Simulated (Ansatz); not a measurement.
# Ge wire along [111], 74 atoms a period, H-terminated: bands by functional, part 2 of 2

Wanted: the relaxed geometry and the bands of the Ge wire along [111], 74 atoms a period, H-terminated.

Ansatz 0.2.0; DFT PBE, plane waves, PAW; relaxation of a wire's period; PAW set soft_1 (the session's first sound run).

So far. Step 2 (The relaxed wire): The cell's length comes to 9.958 Å with spin left out.

## Step 3: The wire at its relaxed period (continued)

Level of this step: DFT PBE, plane waves, PAW; bands of a perfect wire; PAW set soft_1 (Ansatz).

Electronic bands along the path, in eV, zero at the Fermi level; v1 is the highest filled band, c1 the lowest empty one:

| point | v4 | v3 | v2 | v1 | c1 | c2 | c3 | c4 |
| --- | --- | --- | --- | --- | --- | --- | --- | --- |
| Γ | -1.21 | -1.10 | -1.10 | -0.65 | 0.80 | 1.06 | 1.06 | 1.11 |
| halfway | -1.44 | -1.28 | -1.14 | -1.14 | 0.90 | 0.97 | 0.97 | 1.04 |
| Z | -1.33 | -1.33 | -1.32 | -1.32 | 0.73 | 0.73 | 0.76 | 1.01 |

The gap is 1.37 eV, with spin left out.

The path shows an indirect gap of 1.37 eV (valence top at Γ, conduction bottom at Z). The least direct gap is 1.45 eV.

## Step 4: Another level of theory, cutoff 500 eV, k-mesh 1×1×7

This step: DFT r2SCAN, plane waves, PAW; bands of a perfect wire at the PBE geometry; PAW set soft_1 (Ansatz 0.2.0).

The atoms stay at the PBE geometry and the functional changes. r2SCAN also reads the kinetic-energy density; it often gives larger moments and wider gaps than PBE, at a higher cost. Against the first PBE run of this kind, the cutoff is 500 eV against 420 and the mesh along the wire has 7 points against 9.

Input file input.yaml:

```yaml
crystal:
  lattice:
    - [21.566, 0.0, 0.0]
    - [0.0, 23.851, 0.0]
    - [0.0, 0.0, 9.9576919951]
  atoms:
    - { symbol: Ge, position: [0.21896567, 0.353277534, 0.001802927] }
    - { symbol: Ge, position: [0.218850983, 0.646766854, 0.001593291] }
    - { symbol: Ge, position: [0.311825939, 0.499926698, 5.4812e-05] }
    - { symbol: Ge, position: [0.405978439, 0.647380864, 5.5481e-05] }
    - { symbol: Ge, position: [0.500006364, 0.793420207, 0.001804625] }
    - { symbol: Ge, position: [0.500006364, 0.499992168, 0.999881586] }
    - { symbol: Ge, position: [0.59403429, 0.647380864, 5.5481e-05] }
    - { symbol: Ge, position: [0.218850983, 0.353217429, 0.248406709] }
    - { symbol: Ge, position: [0.21896567, 0.646706749, 0.248197073] }
    - { symbol: Ge, position: [0.311825939, 0.500057585, 0.249945188] }
    - { symbol: Ge, position: [0.405978439, 0.352603419, 0.249944519] }
    - { symbol: Ge, position: [0.405853644, 0.647315807, 0.249946183] }
    - { symbol: Ge, position: [0.500006364, 0.206564076, 0.248195375] }
    - { symbol: Ge, position: [0.500006364, 0.793541494, 0.248408662] }
    - { symbol: Ge, position: [0.500006364, 0.499992115, 0.250118414] }
    - { symbol: Ge, position: [0.59403429, 0.352603419, 0.249944519] }
    - { symbol: Ge, position: [0.594159084, 0.647315807, 0.249946183] }
    - { symbol: Ge, position: [0.68818679, 0.500057585, 0.249945188] }
    - { symbol: Ge, position: [0.781161746, 0.353217429, 0.248406709] }
    - { symbol: Ge, position: [0.781047059, 0.646706749, 0.248197073] }
    - { symbol: H, position: [0.160363971, 0.480948024, 0.283091361] }
    - { symbol: H, position: [0.311947009, 0.243553431, 0.283088689] }
    - { symbol: H, position: [0.348423429, 0.775472994, 0.283089555] }
    - { symbol: H, position: [0.6515893, 0.775472994, 0.283089555] }
    - { symbol: H, position: [0.68806572, 0.243553431, 0.283088689] }
    - { symbol: H, position: [0.839648758, 0.480948024, 0.283091361] }
    - { symbol: H, position: [0.160080749, 0.32253922, 0.301680928] }
    - { symbol: H, position: [0.159893827, 0.617142488, 0.301384262] }
    - { symbol: H, position: [0.217746267, 0.707745484, 0.301386137] }
    - { symbol: H, position: [0.442154327, 0.175089885, 0.301385563] }
[... 80 atom lines left out ...]
    - { symbol: Ge, position: [0.405853644, 0.352668475, 5.3817e-05] }
    - { symbol: Ge, position: [0.500006364, 0.206442789, 0.001591338] }
    - { symbol: Ge, position: [0.594159084, 0.352668475, 5.3817e-05] }
    - { symbol: Ge, position: [0.68818679, 0.499926698, 5.4812e-05] }
    - { symbol: Ge, position: [0.781047059, 0.353277534, 0.001802927] }
    - { symbol: Ge, position: [0.781161746, 0.646766854, 0.001593291] }
kpoints:
  mp_grid: { grid: [1, 1, 7] }
  band_path: { path: ["Γ", Z], npoints: 90 }
scf:
  occupations: { method: fermi_dirac, width: 0.05 }
hamiltonian:
  xc: r2scan
  pseudopotentials: { kind: paw, azcp: { folder: soft_1 } }
```

Run with:

```bash
$ ansatz run input.yaml --threads 16 --pin off --max-ram 61440MiB --backend cuda --events-out ev --progress --plain --runs-dir out --max-vram 78GiB
```

Numbers of over 12 decimals in the logs are rounded to 6 here.

The program printed:

```text
[...]
Crystal: 116 atoms, lattice volume = 5121.945 Å³
Basis set: ecut = 500 eV, 129985 PW (Γ), exchange–correlation on 640×720×300 points (64 copies of the dense FFT grid, shifted against one another)
Bands: 655, of which v1, the nominal top of the filled ones, is band 539 counted from 1 (538 counted from 0)
Symmetry: 4 space group operations
[...]
k-points: 4 of 7
[...]
SCF iter   1: F=—  HF=-319079.868892 eV  |F-HF|=—  |Δ(HF+E_count)|=         —  Δρ=3.20e-2  dr2=4.22e1  dr2_τ=3.57e-1  ethr=3.10e-3  ⟨swp⟩=6.0  Hψ=9796  notcnv=0  defer=221
[...]
SCF iter   6: F=—  HF=-319075.033840 eV  |F-HF|=—  |Δ(HF+E_count)|=   1.42e-2  Δρ=1.99e-4  dr2=3.08e-3  dr2_τ=5.97e-5  ethr=1.60e-6  ⟨swp⟩=2.0  Hψ=4430  notcnv=0  defer=373
[...]
SCF iter  10: F=—  HF=-319075.035128 eV  |F-HF|=—  |Δ(HF+E_count)|=   3.11e-6  Δρ=4.01e-6  dr2=1.70e-6  dr2_τ=1.78e-8  ethr=1.11e-9  ⟨swp⟩=2.0  Hψ=2750  notcnv=0  defer=373
[...]
SCF iter  12: F=-319075.035129 eV  HF=-319075.035129 eV  |F-HF|=1.63e-8  |Δ(HF+E_count)|=   1.10e-7  Δρ=5.86e-7  dr2=2.65e-8  dr2_τ=3.12e-10  ethr=9.28e-12  ⟨swp⟩=13.2  Hψ=11638  notcnv=0
SCF 1 converged in 12 iterations: F = -319075.035129 eV  dr2 = 2.65e-8
[...]
the band table was solved once the SCF had ended and its energy, with any forces and stress, was formed, with the checks that follow a solve (10076 applications of the Hamiltonian). They found nothing against the state; the energy, forces and stress were not computed again (output.eigenvalues in the input reference)
[...]
SCF converged after 12 iterations
[...]
```

Wall time 81 s (1 × NVIDIA GB200 with 16 threads of Arm Neoverse V2, shared host); peak memory 7.4 GiB.

This step gave:

* band gap on the path through both edges: 1.662 eV

Electronic bands along the path, in eV, zero at the Fermi level; v1 is the highest filled band, c1 the lowest empty one:

| point | v4 | v3 | v2 | v1 | c1 | c2 | c3 | c4 |
| --- | --- | --- | --- | --- | --- | --- | --- | --- |
| Γ | -1.37 | -1.27 | -1.27 | -0.80 | 1.00 | 1.16 | 1.16 | 1.21 |
| halfway | -1.62 | -1.44 | -1.32 | -1.32 | 1.05 | 1.11 | 1.11 | 1.14 |
| Z | -1.51 | -1.51 | -1.51 | -1.51 | 0.87 | 0.87 | 0.89 | 1.17 |

The gap is 1.66 eV, against 1.37 eV under PBE at the relaxed period.

## Step 5: Summary of results

```
cell length, PBE : 9.958 Å
gap, PBE         : 1.37 eV
gap, r2SCAN      : 1.66 eV
```

What this shows: Under PBE the cell's length is 9.96 Å, and a gap of 1.37 eV makes it a semiconductor. At the relaxed period the wire is gapped under every functional, from 1.37 eV (PBE) to 1.66 eV (r2SCAN). Weak screening in one dimension makes quasiparticle gaps larger than the semilocal gaps, as a rule.

[Logs are printed without paths, hosts, clocks, repeated set-up lines and the standing remarks that a program may print on its own settings, such as how far it seeks lower states.]

[Hosts, paths, dates, database ids (printed as entryN), source tags and the programs' standing remarks are cut or masked in the printed files.]
